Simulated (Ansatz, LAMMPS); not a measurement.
# Elastic response of glassy 75Sc2O3-25SiO2 (mol %) (72 atoms): runs compared

Aim: relax glassy 75Sc2O3-25SiO2 (mol %) (72 atoms), then change its volume and shape to read moduli from the stress.

Computed with Ansatz 0.2.0: Kohn-Sham DFT, PBE, PAW (set soft_1), plane waves.

## (1) The cell as built

The cell holds 72 atoms: 24 Sc, 4 Si and 44 O. Cell: a = 9.748 Å, b = 9.748 Å, c = 9.748 Å, α = 90.0°, β = 90.0°, γ = 90.0°. 72 atoms (24 Sc, 4 Si, 44 O) placed at random at 3.36 g/cm³, melted at 4000 K for 10 ps at fixed volume with the Morse and Coulomb pair potential with partial charges (Pedone, Malavasi, Menziani, Cormack and Segre, J. Phys. Chem. B 110, 11780 (2006)). Quenched from 4000 K to 300 K at 20 K/ps and fixed volume, held 10 ps at zero pressure.

Limits known from the start: The quench rate of 20 K/ps is many orders above laboratory rates, so the cell is likely richer in defects and strain than a real sample. The starting topology of bonds comes from the classical model, and needn't be the one that DFT or experiment would give. The Brillouin zone is sampled at Γ only.

## (2) The reference run

The reference is a single point at the end of the relaxation.

Every strained cell starts from the geometry of this run, and its atoms are relaxed with the cell held.

Its input, with most atom lines left out:

```yaml
crystal:
  lattice:
    - [9.91965, -0.07745, -0.16647]
    - [-0.07745, 9.57667, 0.1081]
    - [-0.16647, 0.1081, 9.67886]
  atoms:
    - { symbol: Sc, position: [0.67293, 0.38543, 0.19682] }
    - { symbol: Sc, position: [0.46603, 0.98821, 0.94881] }
    - { symbol: Sc, position: [0.67329, 0.24979, 0.90855] }
    - { symbol: Sc, position: [0.47921, 0.25443, 0.45818] }
    - { symbol: Sc, position: [0.05949, 0.35692, 0.13669] }
    - { symbol: Sc, position: [0.32902, 0.38041, 0.89681] }
    - { symbol: Sc, position: [0.17615, 0.77065, 0.4412] }
    [... atom lines 8 to 72 left out ...]
kpoints:
  mp_grid: { grid: [1, 1, 1] }
hamiltonian:
  xc: pbe
  pseudopotentials: { kind: paw, azcp: { folder: soft_1 } }
scf:
  occupations: { method: fermi_dirac, width: 0.05 }
output:
  forces: true
  stress: true
  populations: intrinsic
  dos:
    method: { smearing: { sigma: 0.1 } }
    de: 0.1
    projected: { site_lists: { O: [O], Sc: [Sc], Si: [Si] } }
  eigenvalues: true
  write_density: true
  write_potential: true
  volumetric_format: npy
  elf: true
```

| Item | Value |
| --- | --- |
| free energy per atom | -1095.7918 eV/atom |
| r.m.s. force component | 0.00631 eV/Å |
| pressure | -0.001253 GPa |

Filled and empty levels are parted by 3.83 eV (at Γ alone); a semilocal functional tends to put such gaps too low. In a disordered cell it changes from sample to sample, and tail or defect levels can set it.

## (3) The runs

Each row is one run, on 4 threads of Arm Neoverse V2, shared host. The free energy is the program's total, comparable only between runs with the same functional, potentials and atoms.

```csv
run,atoms,outcome,"ionic steps, all passes",free energy (eV),time,host memory (GiB)
Single point at the start,72,converged,-,-78892.654,13 s,1.2
Cell and atoms relaxed,72,converged,16,-78897.009,2.5 min,1.3
Single point at the relaxed geometry,72,converged,-,-78897.009,22 s,1.3
Volume -3 %,72,converged,8,-78896.762,78 s,1.2
Volume +3 %,72,converged,8,-78896.778,86 s,1.3
Volume -6 %,72,converged,10,-78896.037,91 s,1.2
Volume +6 %,72,converged,7,-78896.130,77 s,1.3
Volume -10 %,72,converged,15,-78894.339,2.1 min,1.2
Stretched by 1 % along x,72,converged,6,-78896.974,67 s,1.3
Compressed by 1 % along x,72,converged,8,-78896.967,77 s,1.3
Sheared by 2 % in xy,72,converged,5,-78896.954,55 s,1.3
```

In some runs the program notes that the SCF threshold is loose for the stress.

## (4) Pressure against volume

Atoms are relaxed at each volume, in the scaled cell.

```csv
volume change (%),volume (Å³/atom),energy change (meV/atom),pressure (GPa),largest move on relaxing (Å),bonds,gap (eV)
-10,11.488,37.09,10.12,0.92,155,3.93
-6,11.998,13.50,5.22,0.77,152,3.87
-3,12.381,3.43,2.90,0.29,149,3.91
+0,12.764,0.00,0.00,-,147,3.83
+3,13.147,3.21,-2.63,0.19,143,3.76
+6,13.530,12.21,-4.92,0.33,142,3.73
```

## (5) Uniaxial strain and shear

Stress (GPa, compression positive) less that of the relaxed cell, atoms relaxed:

```csv
strain,xx,yy,zz,xy,energy change (meV/atom)
stretched by 1 % along x,-1.142,-0.781,-0.498,0.181,0.49
compressed by 1 % along x,1.420,0.905,0.585,-0.154,0.57
sheared by 2 % in xy,0.358,0.233,-0.049,-0.977,0.76
```

## (6) What came out

The bulk modulus, from the slope of pressure against ln V over the three points nearest the relaxed volume, is 92.2 GPa; between neighbouring points the slope runs 113, 74, 95, 89 and 80 GPa from the smallest volume up, without a steady fall, so no pressure derivative is given. The count of bonds runs from 142 to 155 over the series, so at some points contacts cross the cutoffs. At -10 % and -6 % some atom moved by over 0.5 Å on relaxing, so those points may sit in another local minimum. The gap goes from 3.93 eV at the smallest volume to 3.73 eV at the largest, -1.2 eV per unit of ln V by a straight line, not monotonically (lowest 3.73, highest 3.93 eV), on the run's k-points. In the Cartesian axes of the cell, finite differences give C11 = 128, C12 = 84.3, C13 = 54.2 and C66 = 48.8 GPa (the shear of 2 % is the engineering strain, εxy = 0.01). The mean of C11, C12 and C13, which equals the bulk modulus in a cubic or isotropic solid, is 88.9 GPa: it agrees with the bulk modulus within 10 %. For an isotropic solid C66 would equal (C11 − C12)/2 = 21.9 GPa; so small a sample needn't be isotropic, and C66 rests on one shear. The two differ too much for isotropic moduli to be formed.

**Limits.** Strains are finite and relaxations stop at the force tolerance of the input, which can leave moduli too stiff; they are those of a static cell at zero temperature. Volumes are changed with the cell's shape held, so in an anisotropic solid the modulus lies over the one under free hydrostatic load. The program notes that the SCF threshold of the relaxations is loose for the stress.

The DFT runs together took 14 min of wall time.

[Logs are printed without paths, hosts, clocks, repeated set-up lines and the standing remarks that a program may print on its own settings, such as how far it seeks lower states.]

[Hosts, paths, dates, database ids (printed as entryN), source tags and the programs' standing remarks are cut or masked in the printed files.]
